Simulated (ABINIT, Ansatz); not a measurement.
# How the form of the self-energy moves the gap of AlGa3N4 (P-43m), part 2 of 2

How much does the gap of AlGa3N4 (P-43m) depend on the approximation to the self-energy?

ABINIT 10.8.3; PBEsol and many-body steps on it, plane waves. Known limits of the many-body steps: not at the basis limit; no spin-orbit coupling; coarse k mesh.

So far. Step 4 (G0W0, Godby-Needs plasmon pole): The gap on the mesh goes from 2.30 eV to 3.24 eV, a correction of +0.94 eV. Step 5 (G0W0, Hybertsen-Louie plasmon pole): Against G0W0 in ABINIT (2×2×2 mesh, 102 bands, screening to 114.3 eV, Godby-Needs plasmon pole), the gap moves by −0.007 eV.

### Step 6. G0W0, Engel-Farid plasmon pole

Level of this step: G0W0 on PBEsol, plane waves, norm-conserving pseudopotentials (ABINIT).

File run.abi:

```
acell 3*1.0 Angstrom
rprim 
  4.471685360000 0.000000000000 0.000000000000
  0.000000000000 4.471685360000 0.000000000000
  0.000000000000 0.000000000000 4.471685360000
ntypat 3
znucl 13 31 7
natom 8
typat 1 2 2 2 3 3 3 3
xred 
  0.000000000000 0.000000000000 0.000000000000
  0.500000000000 0.500000000000 0.000000000000
  0.500000000000 0.000000000000 0.500000000000
  0.000000000000 0.500000000000 0.500000000000
  0.755714420000 0.755714420000 0.244285580000
  0.755714420000 0.244285580000 0.755714420000
  0.244285580000 0.755714420000 0.755714420000
  0.244285580000 0.244285580000 0.244285580000
pp_dirpath "pseudos"
pseudos "Al.upf, Ga.upf, N.upf"
ecut 45
ngkpt 2 2 2
nshiftk 1
shiftk 0 0 0
kptopt 1
chksymbreak 0
istwfk *1
occopt 1
irdwfk 1
optdriver 4
nband 102
gwcalctyp 0
ecutsigx 45
symsigma 1
nkptgw 1
kptgw 
  0.0000000000 0.0000000000 0.0000000000
bdgw 
  41 47
ecuteps 4.2
irdscr 1
ppmodel 4
indata_prefix "in"
outdata_prefix "out"
tmpdata_prefix "tmp"
```

Started as:

```console
> OMP_NUM_THREADS=1 mpirun -n 4 abinit run.abi > log
```

Numbers of over 12 decimals in the logs are rounded to 6 here.

The program printed:

```text
.Version 10.8.3 of ABINIT. v10.8.2 released Aug 2026.

 Symmetries : space group P-4 3 m (#215); Bravais cP (primitive cubic)
[... echo of the input left out ...]
== DATASET  1 ==================================================================
-   mpi_nproc: 4, omp_nthreads: 1 (-1 if OMP is not activated)

--- !DatasetInfo
iteration_state: {dtset: 1, }
dimensions: {natom: 8, nkpt: 4, mband: 102, nsppol: 1, nspinor: 1, nspden: 1, mpw: 8744, }
cutoff_energies: {ecut:  45.0, pawecutdg:  -1.0, }
[...]
45   9.814 -11.751  -7.185  -3.571   0.854  -0.171 -10.901   0.850  10.663
       46   9.814 -11.751  -7.185  -3.571   0.854  -0.171 -10.901   0.850  10.663
       47   9.814 -11.751  -7.185  -3.571   0.854  -0.171 -10.901   0.850  10.663

== END DATASET(S) ==============================================================
================================================================================

 -outvars: echo values of variables after computation  --------
           etotal      0.0000000000E+00
            nband         102
             nkpt           4
          spgroup         215
 [... the other variables as echoed above ...]

 Calculation completed.
```

Elapsed: 16 s, on 4 MPI ranks of Intel Xeon Platinum 8259CL at 2.50GHz (Skylake/Cascade Lake), shared host; peak memory 1.1 GiB.

Numbers from this step:

| Item | Value |
| --- | --- |
| G0W0 gap on the points computed | 3.194 eV |
| starting gap on the mesh | 2.296 eV |
| k of the valence top | 0, 0, 0 |
| k of the conduction bottom | 0, 0, 0 |
| least direct G0W0 gap on the computed points | 3.194 eV |

Against G0W0 in ABINIT (2×2×2 mesh, 102 bands, screening to 114.3 eV, Godby-Needs plasmon pole), the gap moves by −0.045 eV.

### Step 7. One-shot Hartree-Fock

This step: one-shot Hartree-Fock on PBEsol, plane waves, norm-conserving pseudopotentials.

Changes to run.abi since step 6:

```diff
@@ -30,4 +30,4 @@
 optdriver 4
-nband 102
-gwcalctyp 0
+nband 47
+gwcalctyp 5
 ecutsigx 45
@@ -39,5 +39,4 @@
   41 47
-ecuteps 4.2
-irdscr 1
-ppmodel 4
+ixc_sigma 40
+fftgw 31
 indata_prefix "in"
```

The program printed:

```text
.Version 10.8.3 of ABINIT. v10.8.2 released Aug 2026.

 Symmetries : space group P-4 3 m (#215); Bravais cP (primitive cubic)
[... echo of the input left out ...]
== DATASET  1 ==================================================================
-   mpi_nproc: 4, omp_nthreads: 1 (-1 if OMP is not activated)

--- !DatasetInfo
iteration_state: {dtset: 1, }
dimensions: {natom: 8, nkpt: 4, mband: 47, nsppol: 1, nspinor: 1, nspden: 1, mpw: 8744, }
cutoff_energies: {ecut:  45.0, pawecutdg:  -1.0, }
[...]
45   9.814 -11.751  -7.185   0.000   1.000   0.000  -7.185   4.566  14.379
       46   9.814 -11.751  -7.185   0.000   1.000   0.000  -7.185   4.566  14.379
       47   9.814 -11.751  -7.185   0.000   1.000   0.000  -7.185   4.566  14.379

== END DATASET(S) ==============================================================
================================================================================

 -outvars: echo values of variables after computation  --------
           etotal      0.0000000000E+00
            nband          47
             nkpt           4
          spgroup         215
 [... the other variables as echoed above ...]

 Calculation completed.
```

Run time: 7.5 s. Hardware: 4 MPI ranks; peak memory 1.1 GiB.

This step gave:

```
quasiparticle gap on the points computed              : 10.47 eV
starting gap on the mesh                              : 2.296 eV
k of the valence top                                  : 0, 0, 0
k of the conduction bottom                            : 0, 0, 0
least direct quasiparticle gap on the computed points : 10.47 eV
```

Against G0W0 in ABINIT (2×2×2 mesh, 102 bands, screening to 114.3 eV, Godby-Needs plasmon pole), the gap moves by +7.233 eV.

### Step 8. The runs together

Times are wall times on 4 MPI ranks of Intel Xeon Platinum 8259CL at 2.50GHz (Skylake/Cascade Lake), shared host, good to a factor of about two. A run's time includes the screening step that it read.

```csv
run,mesh,bands,screening cutoff (eV),DFT gap (eV),gap on the mesh (eV),direct (eV),ε∞ used,time
"G0W0, Godby-Needs plasmon pole",2×2×2,102,114.3,2.296,3.239,3.239,8.07,72 s
"G0W0, Hybertsen-Louie plasmon pole",2×2×2,102,114.3,2.296,3.232,3.232,8.07,74 s
"G0W0, Engel-Farid plasmon pole",2×2×2,102,114.3,2.296,3.194,3.194,8.07,73 s
one-shot Hartree-Fock,2×2×2,-,-,2.296,10.472,10.472,-,7.5 s
```

### Step 9. Summary of results

| Quantity | Value |
| --- | --- |
| G0W0, Godby-Needs plasmon pole | 3.239 eV |
| G0W0, Hybertsen-Louie plasmon pole | 3.232 eV |
| G0W0, Engel-Farid plasmon pole | 3.194 eV |
| one-shot Hartree-Fock | 10.472 eV |
| known limits | not at the basis limit; no spin-orbit coupling; coarse k mesh |

**Reading.** G0W0, Hybertsen-Louie plasmon pole: −0.007 eV against G0W0, Godby-Needs plasmon pole. G0W0, Engel-Farid plasmon pole: −0.045 eV against G0W0, Godby-Needs plasmon pole. One-shot Hartree-Fock: +7.233 eV against G0W0, Godby-Needs plasmon pole. Bare exchange alone opens the gap to 10.47 eV; against G0W0, correlation takes back 7.23 eV. Bands and cutoff are finite, so the gap is not at the basis limit. The miss can reach some tenths of an eV and take either sign; the mesh is an error of its own. In the first G0W0 run levels were corrected at 1 k point alone, so a gap called «on the mesh» is the least over those, and an edge elsewhere would be missed. The 2×2×2 mesh is coarse for this cell, which bears on the long-range parts of exchange and screening. The many-body steps are scalar-relativistic: spin-orbit coupling is not in them.

[Paths, hosts, dates, memory and timing lines, banners, echoed tables and standing remarks are left out of the program output.]

[Logs are printed without paths, hosts, clocks, repeated set-up lines and the standing remarks that a program may print on its own settings, such as how far it seeks lower states.]

[Runs of the session that timed out or met a known fault of the program may be left out.]

[No measured gap is set beside runs whose start may be inverted or whose files or cutoffs have a known fault.]

[Hosts, paths, dates, database ids (printed as entryN), source tags and the programs' standing remarks are cut or masked in the printed files.]

[G0W0 gaps are taken among the corrected bands and points alone; a level outside them can change the order at an edge.]

[Where Ansatz stands beside ABINIT at settings called matched, ABINIT's density can come from a denser mesh and the files from another edition; pairs whose starting gaps differed by over 0.03 eV were left out, so agreement reads better than it is.]
